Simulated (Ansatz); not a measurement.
# LiPb (Pm-3m): Grüneisen parameters, part 2 of 2

Does LiPb (Pm-3m) expand much on heating, by its phonons?

Ansatz 0.2.0; DFT PBEsol, scalar-relativistic, plane waves, PseudoDojo norm-conserving pseudopotentials.

So far, highest frequency on the path or at a solved wavevector (cm⁻¹): step 2 (the dispersion) 273; step 4 (phonons at the other volume, volume ratio 0.97) 285.

The database entry behind the starting cell is an old determination (1941), so it need not match the best structure at ambient conditions.

## (5) Relaxing at another volume, volume ratio 1.03

The volume is scaled by 1.03 and held; symmetry leaves nothing to relax, so this is a single point. The modes can then be followed against volume.

File input.yaml:

```yaml
crystal:
  lattice:
    - [3.5486162069, 0.0, 0.0]
    - [0.0, 3.5486162069, 0.0]
    - [0.0, 0.0, 3.5486162069]
  atoms:
    - { symbol: Li, position: [0.5, 0.5, 0.5] }
    - { symbol: Pb, position: [0.0, 0.0, 0.0] }
kpoints:
  mp_grid: { grid: [12, 12, 12] }
hamiltonian:
  xc: pbesol
  pseudopotentials: { kind: nc, accuracy: standard }
scf:
  occupations: { method: methfessel_paxton, width: 0.15 }
output:
  forces: true
  stress: true
  eigenvalues: true
```

The run is started by

```sh
ansatz run input.yaml --threads 4 --pin off --max-ram 7168MiB --backend cpu --events-out ev --progress --plain --runs-dir out
```

Numbers of over 12 decimals in the logs are rounded to 6 here.

Output:

```text
[...]
Crystal: 2 atoms, lattice volume = 44.687 Å³
Basis set: ecut = 1006.821291 eV, 3239 PW (Γ), exchange–correlation on 80×80×80 points (8 copies of the dense FFT grid, shifted against one another)
Bands: 13, of which v1, the nominal top of the filled ones, is band 9 counted from 1 (8 counted from 0)
Symmetry: 48 space group operations
[...]
k-points: 84 of 1728
[...]
--- Band table (eV; the first three rows and the last of 84) ---
  k-point 0: bands = [... 5 lower, -8.3207, -2.1759, 10.5563, 10.5563, 10.5563, 13.6404, 14.7108, 14.7108]
  k-point 1: bands = [... 5 lower, -8.3203, -2.1078, 9.7504, 10.6507, 10.6507, 13.8272, 14.7703, 15.4729]
  k-point 2: bands = [... 5 lower, -8.3191, -1.9074, 8.2901, 10.9288, 10.9288, 13.9384, 14.9486, 17.2300]
  k-point 83: bands = [... 5 lower, -8.1951, 2.4883, 7.7085, 7.7085, 7.7085, 10.8079, 10.8079, 10.8079]
[key lines of the parts left out:]
SCF converged after 6 iterations
Free energy (F): -2093.962357 eV
Fermi energy:    8.317637 eV
P = ⅓ Tr σ = -1.0126 GPa (-10.126 kbar)
```

Run time: 1.9 s. Hardware: 4 threads of Arm Neoverse V2, shared host; peak memory 0.42 GiB.

This step gave:

| Item | Value |
| --- | --- |
| pressure | -1.013 GPa |
| volume per atom | 22.34 Å³ |

The run ends at a pressure of -1.01 GPa.

## (6) Phonons at the other volume, volume ratio 1.03

The phonons are repeated at this volume on the same k and q meshes.

input.yaml, the sections that differ from step 5:

```yaml
output:
  eigenvalues: true
phonons:
  method: dfpt
  qmesh: [4, 4, 4]
  temperatures: { t_max: 1000, t_step: 50 }
  qpath:
    path:
      - [[0.0, 0.0, 0.0], [0.0, 0.5, 0.0], [0.5, 0.5, 0.0], [0.0, 0.0, 0.0], [0.5, 0.5, 0.5], [0.0, 0.5, 0.0]]
      - [[0.5, 0.5, 0.5], [0.5, 0.5, 0.0]]
    npoints: 10
# crystal, kpoints, hamiltonian, scf: as in step 5
```

Output:

```text
[...]
Crystal: 2 atoms, lattice volume = 44.687 Å³
Basis set: ecut = 1006.821291 eV, 3239 PW (Γ), exchange–correlation on 80×80×80 points (8 copies of the dense FFT grid, shifted against one another)
Bands: 13, of which v1, the nominal top of the filled ones, is band 9 counted from 1 (8 counted from 0)
Symmetry: 48 space group operations
k-points: 84 of 1728
[...]
k-point 83: bands = [... 5 lower, -8.1951, 2.4883, 7.7085, 7.7085, 7.7085, 10.8079, 10.8079, 10.8079]
[...]
ASR residual: 2.526e-4 → 0.000e0 eV/Å²; symmetrization residual: 1.468e-6 eV/Å²
  ASR residual per site (eV/Å²): 3.01e-5 2.53e-4
  Γ frequencies (cm⁻¹): 0.00 0.00 0.00 247.11 247.11 247.11
--- Phonons (arbitrary-q DFPT): 10 irreducible q on the 4×4×4 mesh ---
[...]
interpolated dispersion: 62 rows × 6 modes
[...]
[key lines of the parts left out:]
SCF converged after 7 iterations
Free energy (F): -2093.962357 eV
Fermi energy:    8.317636 eV
```

Wall time 7.1 min (4 threads); peak memory 3.6 GiB.

Numbers from this step:

```yaml
sum_rule_residual_before_enforcement: 2.53e-4 eV/Å²
highest_frequency_on_the_path_or_at_a_solved_wavevector: 261.7 cm⁻¹
mean_frequency: 143.1 cm⁻¹
debye_temperature_second_moment: 323 K
logarithmic_mean_frequency: 102.1 cm⁻¹
highest_optical_mode_at_the_zone_centre_no_lo_to_term: 247.1 cm⁻¹
lowest_optical_zone_centre_mode: 247.1 cm⁻¹
lowest_mode_on_the_q_mesh_acoustic_modes_at_gamma_apart: 17.14 cm⁻¹
zero_point_energy_per_atom: 26.61 meV
heat_capacity_at_300_k: 23.59 J/(mol atoms K)
vibrational_entropy_at_300_k: 43.45 J/(mol atoms K)
edges_of_the_widest_gap_between_branches_on_path_and_mesh: 63.7, 217.2 cm⁻¹
```

Frequencies (cm⁻¹) solved at each irreducible wavevector; negative means imaginary. Frequencies by wavevector, by row:

| q in reciprocal lattice units | star | mode 1 | mode 2 | mode 3 | mode 4 | mode 5 | mode 6 |
| --- | --- | --- | --- | --- | --- | --- | --- |
| 0 0 0 | 1 | 0 | 0 | 0 | 247.1 | 247.1 | 247.1 |
| 0 0 0.25 | 6 | 32.5 | 32.5 | 47 | 235.3 | 235.3 | 241.8 |
| 0 0 -0.5 | 3 | 49.2 | 49.2 | 61.4 | 227.9 | 227.9 | 251.9 |
| 0 0.25 0.25 | 12 | 27.7 | 43.5 | 63 | 232.2 | 236 | 250.8 |
| 0 0.25 -0.5 | 12 | 44.2 | 45 | 51.4 | 239.1 | 245.1 | 249.1 |
| 0 -0.5 -0.5 | 3 | 27.1 | 27.1 | 52.8 | 249.5 | 261.7 | 261.7 |
| 0.25 0.25 0.25 | 8 | 47 | 47 | 61.4 | 236.4 | 236.4 | 249 |
| 0.25 0.25 -0.5 | 12 | 43.5 | 43.7 | 55.2 | 223 | 242.2 | 257.6 |
| 0.25 -0.5 -0.5 | 6 | 33.3 | 33.3 | 61.2 | 237 | 244.2 | 244.2 |
| -0.5 -0.5 -0.5 | 1 | 17.1 | 17.1 | 17.1 | 217.2 | 217.2 | 217.2 |

The highest optical mode at the zone centre (no LO-TO term) is 247.1 cm⁻¹, -9.9 cm⁻¹ against the base run.

## (7) Grüneisen parameters

The Grüneisen parameter of a mode is minus the logarithmic change of its frequency with volume, −d ln ω / d ln V; weighted by heat capacity it gives the expansion.

This step gave:

| Item | Value |
| --- | --- |
| bulk modulus | 36.6 GPa |

The phonon branches at the labelled points (cm⁻¹):

| point | branch 1 | branch 2 | branch 3 | branch 4 | branch 5 | branch 6 |
| --- | --- | --- | --- | --- | --- | --- |
| Γ | 0 | 0 | 0 | 257 | 257 | 257 |
| halfway | 34 | 34 | 50 | 245 | 245 | 252 |
| X | 51 | 51 | 67 | 238 | 238 | 264 |
| halfway | 47 | 49 | 53 | 249 | 256 | 260 |
| M | 31 | 31 | 54 | 259 | 273 | 273 |
| halfway | 30 | 45 | 66 | 243 | 246 | 261 |
| Γ | 0 | 0 | 0 | 257 | 257 | 257 |
| halfway | 50 | 50 | 64 | 246 | 246 | 260 |
| R | 22 | 22 | 22 | 226 | 226 | 226 |
| halfway | 46 | 48 | 58 | 233 | 253 | 268 |
| X | 51 | 51 | 67 | 238 | 238 | 264 |
| jump to R | 22 | 22 | 22 | 226 | 226 | 226 |
| halfway | 38 | 38 | 64 | 247 | 255 | 255 |
| M | 31 | 31 | 54 | 259 | 273 | 273 |

The same for volume x 0.97:

| point | branch 1 | branch 2 | branch 3 | branch 4 | branch 5 | branch 6 |
| --- | --- | --- | --- | --- | --- | --- |
| Γ | 0 | 0 | 0 | 268 | 268 | 268 |
| X | 53 | 53 | 72 | 248 | 248 | 276 |
| M | 35 | 35 | 55 | 270 | 285 | 285 |
| Γ | 0 | 0 | 0 | 268 | 268 | 268 |
| R | 25 | 25 | 25 | 235 | 235 | 235 |
| X | 53 | 53 | 72 | 248 | 248 | 276 |
| R | 25 | 25 | 25 | 235 | 235 | 235 |
| M | 35 | 35 | 55 | 270 | 285 | 285 |

The same for volume x 1.03:

| point | branch 1 | branch 2 | branch 3 | branch 4 | branch 5 | branch 6 |
| --- | --- | --- | --- | --- | --- | --- |
| Γ | 0 | 0 | 0 | 247 | 247 | 247 |
| X | 49 | 49 | 61 | 228 | 228 | 252 |
| M | 27 | 27 | 53 | 250 | 262 | 262 |
| Γ | 0 | 0 | 0 | 247 | 247 | 247 |
| R | 17 | 17 | 17 | 217 | 217 | 217 |
| X | 49 | 49 | 61 | 228 | 228 | 252 |
| R | 17 | 17 | 17 | 217 | 217 | 217 |
| M | 27 | 27 | 53 | 250 | 262 | 262 |

The first set of phonon branches as a text plot (rows in cm⁻¹):

```
    279 |
    267 |      ***  *********            ***       ***  **    ***
    255 |******   *********  ************   *     ******     ****
    244 |   **** ***       *****    ********     **    **  ***
    232 |       *                           ****************
    220 |
    208 |
    196 |
    184 |
    172 |
    160 |
    148 |
    137 |
    125 |
    113 |
    101 |
     89 |
     77 |
     65 |     *****        ****      ****              ***   **
     53 |   ** **************  *        ****      ******** **  **
     42 |    **     **   *   ** *   *  *    *    *****       **
     30 |  **         **********     **      *  **        ***  **
     18 | **                   *** **         **          *
      6 |*                      ****
         Γ      X      M          Γ            R        X|R     M
```

Mode Grueneisen parameter -dln(w)/dln(V), modes matched by rank; at Γ the acoustic branches take the value of a neighbouring point of the path. Mode grüneisen parameters along the path, in :

| point | branch 1 | branch 2 | branch 3 | branch 4 | branch 5 | branch 6 |
| --- | --- | --- | --- | --- | --- | --- |
| Γ | 0.98 | 0.98 | 1.33 | 1.33 | 1.33 | 1.33 |
| halfway | 1.09 | 1.09 | 1.94 | 1.37 | 1.37 | 1.43 |
| X | 1.15 | 1.15 | 2.77 | 1.40 | 1.40 | 1.50 |
| halfway | 1.79 | 2.98 | 0.82 | 1.36 | 1.41 | 1.49 |
| M | 4.17 | 4.17 | 0.56 | 1.31 | 1.43 | 1.43 |
| halfway | 2.40 | 0.86 | 1.76 | 1.53 | 1.37 | 1.33 |
| Γ | 1.20 | 1.03 | 1.28 | 1.33 | 1.33 | 1.33 |
| halfway | 1.75 | 1.75 | 1.43 | 1.33 | 1.33 | 1.42 |
| R | 6.33 | 6.33 | 6.33 | 1.30 | 1.30 | 1.30 |
| halfway | 1.74 | 2.96 | 1.56 | 1.41 | 1.44 | 1.34 |
| X | 1.15 | 1.15 | 2.77 | 1.40 | 1.40 | 1.50 |
| jump to R | 6.33 | 6.33 | 6.33 | 1.30 | 1.30 | 1.30 |
| halfway | 3.99 | 3.99 | 1.61 | 1.40 | 1.43 | 1.43 |
| M | 4.17 | 4.17 | 0.56 | 1.31 | 1.43 | 1.43 |

The mode Grüneisen parameters as a text plot (rows in , shown from 0.6 to 6.3 only):

```
   6.21 |                                     **
   5.97 |                                                 *
   5.73 |
   5.49 |                                       *
   5.25 |
   5.01 |
   4.78 |
   4.54 |                                    *  *          *
   4.30 |                                        *        * *
   4.06 |              **                    *  *            * **
   3.82 |             *                           *           *
   3.58 |               **
   3.34 |             *                            *
   3.10 |            *    *                 *    *
   2.86 |       *** **                      *       ** ***
   2.62 |      *   *     * **                    *
   2.38 |     *     *        *             *      *   *
   2.14 |    *            *   *            *      **       *
   1.91 |   *              **  *         **        *        *
   1.67 |  *                 **        ****         * *      *
   1.43 |*************************************  *****************
   1.19 |   * **** *             ***          **      ****    *
   0.95 |*** *    *          ******                            *
   0.71 |           ***  ****                                   *
         Γ      X      M          Γ            R        X|R     M
```

(dS/dlnV)/C_V. The thermodynamic Grueneisen parameter by temperature:

| temperature (K) | thermodynamic Grueneisen parameter |
| --- | --- |
| 50 | 1.96 |
| 100 | 1.81 |
| 150 | 1.74 |
| 200 | 1.72 |
| 250 | 1.71 |
| 300 | 1.70 |
| 350 | 1.69 |
| 400 | 1.69 |
| 450 | 1.69 |
| 500 | 1.69 |
| 550 | 1.69 |
| 600 | 1.69 |
| 650 | 1.69 |
| 700 | 1.69 |
| 750 | 1.68 |
| 800 | 1.68 |
| 850 | 1.68 |
| 900 | 1.68 |
| 950 | 1.68 |
| 1000 | 1.68 |

Gamma C_V/(B V) at the static volume. Table of volume expansion by temperature:

| temperature (K) | volume expansion (1e-6/K) |
| --- | --- |
| 50 | 45.5 |
| 100 | 62.8 |
| 150 | 73.3 |
| 200 | 78.7 |
| 250 | 81.6 |
| 300 | 83.4 |
| 350 | 84.5 |
| 400 | 85.2 |
| 450 | 85.7 |
| 500 | 86.1 |
| 550 | 86.4 |
| 600 | 86.6 |
| 650 | 86.7 |
| 700 | 86.9 |
| 750 | 87.0 |
| 800 | 87.0 |
| 850 | 87.2 |
| 900 | 87.2 |
| 950 | 87.3 |
| 1000 | 87.3 |

## (8) Results

```
bulk modulus                               : 36.6 GPa
thermodynamic Grüneisen parameter at 300 K : 1.698
volume expansion at 300 K, estimated       : 83.36 × 10⁻⁶ K⁻¹
```

**Reading.** By this estimate the volume grows by 83.4 × 10⁻⁶ per kelvin at 300 K. The highest optical mode at Γ goes from 268 to 247 cm⁻¹ as the cell grows, a Grüneisen parameter of 1.32. Mode parameters on the path run from 0.56 to 6.3, with a median of 1.4. Branches are matched by rank, so values near crossings are rough. The expansion is the Grüneisen estimate at the static volume, with the static bulk modulus. With no gap, or one that is small against the smearing, the frequencies hang on the k mesh and the smearing, most of all near Kohn anomalies. The phonon runs are without spin polarisation, although the cell has an odd electron count. Spin-orbit coupling is left out, which can matter for the heavy elements here. A phonon run warned that its eigensolver left some bands unconverged in a pass.

[Logs are printed without paths, hosts, clocks, repeated set-up lines and the standing remarks that a program may print on its own settings, such as how far it seeks lower states.]

[Hosts, paths, dates, database ids (printed as entryN), source tags and the programs' standing remarks are cut or masked in the printed files.]
